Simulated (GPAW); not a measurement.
# Li/Ag(111): work function by functional and basis, part 2 of 2

Wanted: work functions and dipole of Li/Ag(111), with the cost of each level.

GPAW 26.7.0; GPAW, PAW setups; slab in vacuum, relaxation (the session's first sound run).

So far, upper work function (eV): step 2 (relaxing the atoms, PBE, GPAW) 3.58; step 4 (self-consistent run: xc = "vdW-DF2", GPAW, PAW setups, GPAW) 3.70; step 5 (self-consistent run: xc = "LDA") 3.67; step 6 (self-consistent run: xc = "RPBE") 3.54; step 7 (self-consistent run: xc = "revPBE") 3.53.

**8. OptPBE vdW: xc = "optPBE-vdW"**

The same geometry under optPBE-vdW, to see how far the functional moves the levels against the vacuum (the van der Waals functionals take revPBE setups).

run.py reads:

```python
import json
import numpy as np
from ase import Atoms
from gpaw import GPAW, PW

slab = Atoms(
    ['Ag', 'Ag', 'Ag', 'Ag', 'Li'],
    positions=[
        [0.00000, 0.00000, 7.00000],
        [1.44603, 0.83487, 9.36136],
        [2.89207, 1.66974, 11.76200],
        [-0.00000, 0.00000, 14.19918],
        [1.44603, 0.83487, 16.32796]],
    cell=[[2.89207, 0.0, 0.0], [1.44603, 2.5046, 0.0], [0.0, 0.0, 23.41407]],
    pbc=[True, True, False])

slab.calc = GPAW(mode=PW(400), xc='optPBE-vdW', kpts={'size': (12, 12, 1), 'gamma': True},
                 occupations={'name': 'fermi-dirac', 'width': 0.1}, nbands='300%',
                 convergence={'density': 1e-05}, maxiter=200,
                 poissonsolver={'dipolelayer': 'xy'},
                 symmetry={'tolerance': 1e-3}, txt='slab.txt')
result = {}
energy = slab.get_potential_energy()
fermi = slab.calc.get_fermi_level()
v = slab.calc.get_electrostatic_potential().mean((0, 1)) - fermi
n = slab.calc.get_pseudo_density().mean((0, 1))
L = slab.cell[2, 2]
z = np.arange(len(v)) * L / len(v)
low, high = slab.positions[:, 2].min(), slab.positions[:, 2].max()
below, above = np.interp([low - 4.8, high + 4.8], z, v)
slopes = [np.interp(x, z, np.gradient(v, z)) for x in (low - 4.8, high + 4.8)]
eps = np.array([[slab.calc.get_eigenvalues(k, s) for k in range(len(slab.calc.get_ibz_k_points()))]
                for s in range(slab.calc.get_number_of_spins())]) - fermi
top, bottom = eps[eps < 0].max(), eps[eps > 0].min()
dipole = slab.get_dipole_moment()[2]
print(f'energy {energy:.4f} eV, Fermi level {fermi:.4f} eV, dipole {dipole:.5f} e A')
print(f'potential 4.8 A off the faces, from the Fermi level: lower {below:.4f} eV, upper {above:.4f} eV')
print(f'slope of the potential there: lower {slopes[0]:.5f}, upper {slopes[1]:.5f} eV/A')
print(f'nearest levels on the mesh: {top:.4f} and {bottom:.4f} eV')
print('magnetic moment', round(slab.get_magnetic_moment(), 3))
result.update(energy=energy, fermi=fermi, dipole=dipole, below=below, above=above, slopes=slopes, edges=[top, bottom],
              z=z.tolist(), v=v.tolist(), n=n.tolist(), positions=slab.positions.tolist(),
              forces=slab.get_forces(apply_constraint=False).tolist(), moments=slab.get_magnetic_moments().tolist())
json.dump(result, open('result.json', 'w'))
```

Launch:

```
$ OMP_NUM_THREADS=1 OPENBLAS_NUM_THREADS=1 python run.py
```

Wall time 4.2 min (1 thread of Arm Neoverse V1, shared host); peak memory 0.39 GiB.

Numbers from this step:

```yaml
dipole_along_the_normal: 0.03916 e·Å
levels_nearest_the_fermi_level_on_the_mesh: -0.002294, 0.04061 eV from the Fermi level
upper_work_function: 3.674 eV
lower_work_function: 4.654 eV
```

The upper face's work function is 3.674 eV, against 3.582 eV in the first plane-wave PBE run at this geometry.

**9. Real-space grid: mode = "fd"**

A real-space grid is a second complete basis, so it checks the plane-wave result.

Edit run.py of step 8 so:

```diff
@@ -3,3 +3,3 @@
 from ase import Atoms
-from gpaw import GPAW, PW
+from gpaw import GPAW
 
@@ -16,3 +16,3 @@
 
-slab.calc = GPAW(mode=PW(400), xc='optPBE-vdW', kpts={'size': (12, 12, 1), 'gamma': True},
+slab.calc = GPAW(mode='fd', h=0.18, xc='PBE', kpts={'size': (12, 12, 1), 'gamma': True},
                  occupations={'name': 'fermi-dirac', 'width': 0.1}, nbands='300%',
```

Wall time 14 min (1 thread); peak memory 0.93 GiB.

Numbers from this step:

```yaml
dipole_along_the_normal: 0.03572 e·Å
levels_nearest_the_fermi_level_on_the_mesh: -0.06365, 0.005560 eV from the Fermi level
upper_work_function: 3.580 eV
lower_work_function: 4.473 eV
```

The upper face's work function is 3.580 eV, against 3.582 eV in the first plane-wave PBE run at this geometry.

**10. Atomic orbitals: mode = "lcao"**

Atom-centred orbitals end a few angstrom from the surface, which tests how much the density's tail matters.

Edit run.py of step 9 so:

```diff
@@ -16,4 +16,4 @@
 
-slab.calc = GPAW(mode='fd', h=0.18, xc='PBE', kpts={'size': (12, 12, 1), 'gamma': True},
-                 occupations={'name': 'fermi-dirac', 'width': 0.1}, nbands='300%',
+slab.calc = GPAW(mode='lcao', basis='dzp', h=0.18, xc='PBE', kpts={'size': (12, 12, 1), 'gamma': True},
+                 occupations={'name': 'fermi-dirac', 'width': 0.1}, nbands='120%',
                  convergence={'density': 1e-05}, maxiter=200,
```

It took 12 min on 1 thread; peak memory 0.3 GiB.

This step gave:

| Property | Result |
| --- | --- |
| dipole along the normal | 0.04169 e·Å |
| levels nearest the Fermi level on the mesh | -0.008754, 0.03454 eV from the Fermi level |
| upper work function | 3.406 eV |
| lower work function | 4.446 eV |

The upper face's work function is 3.406 eV, against 3.582 eV in the first plane-wave PBE run at this geometry.

**11. All levels side by side**

Times are for 1 thread of Arm Neoverse V1, shared host. Results by setting:

| no. | run | upper work function (eV) | lower work function (eV) | time | memory (GiB) |
| --- | --- | --- | --- | --- | --- |
| 1 | pw | 3.582 | 4.475 | 3.9 min | 0.27 |
| 2 | vdW DF2 | 3.700 | 4.860 | 4.5 min | 0.39 |
| 3 | LDA | 3.666 | 4.895 | 4.1 min | 0.27 |
| 4 | RPBE | 3.537 | 4.277 | 4 min | 0.27 |
| 5 | revPBE | 3.534 | 4.302 | 4 min | 0.27 |
| 6 | optPBE vdW | 3.674 | 4.654 | 4.2 min | 0.39 |
| 7 | fd | 3.580 | 4.473 | 14 min | 0.93 |
| 8 | lcao | 3.406 | 4.446 | 12 min | 0.3 |

**12. Side by side**

Results and costs are gathered.

This step: comparison of work functions, dipole and cost (GPAW 26.7.0).

Ladder, by row:

| step | code | work function, upper (eV) | work function, lower (eV) | dipole (e Å) | wall time (s) | peak memory (GiB) | threads |
| --- | --- | --- | --- | --- | --- | --- | --- |
| pw | GPAW | 3.582 | 4.475 | 0.03572 | 236 | 0.27 | 1 |
| vdW-DF2 | GPAW | 3.7 | 4.859 | 0.04636 | 267.4 | 0.39 | 1 |
| LDA | GPAW | 3.666 | 4.895 | 0.04918 | 246.4 | 0.27 | 1 |
| RPBE | GPAW | 3.537 | 4.277 | 0.02958 | 238.7 | 0.27 | 1 |
| revPBE | GPAW | 3.534 | 4.302 | 0.03074 | 237.9 | 0.27 | 1 |
| optPBE-vdW | GPAW | 3.674 | 4.654 | 0.03916 | 249.7 | 0.39 | 1 |
| fd | GPAW | 3.58 | 4.473 | 0.03572 | 866.8 | 0.93 | 1 |
| lcao | GPAW | 3.406 | 4.446 | 0.04169 | 696.8 | 0.3 | 1 |

**13. What came out**

```yaml
work_function_upper_and_lower_face: 3.582 and 4.475 eV
dipole_along_the_normal: 0.0357 e Å
```

**Reading.** With plane waves and PBE the work function is 3.58 eV on the upper face and 4.47 eV on the lower. The two faces differ by 0.89 eV, the step that the slab's dipole makes (e p/(ε0 A) gives 0.89 eV), so the dipole layer is needed. Over the sound runs of the table the upper face's work function spans 3.406 (lcao) to 3.700 eV (vdW-DF2). Atomic orbitals miss the plane-wave value by -0.18 eV, since they describe the tail of the density in the vacuum poorly. The cell of 7.24 Å² holds one Li, started on one chosen site; other sites and coverages weren't tried. The in-plane lattice was kept as typed, which isn't the functional's own and leaves some strain; spin-orbit coupling and temperature are left out.

[Logs are printed without paths, hosts, clocks, repeated set-up lines and the standing remarks that a program may print on its own settings, such as how far it seeks lower states.]

[Hosts, paths, dates, database ids (printed as entryN), source tags and the programs' standing remarks are cut or masked in the printed files.]
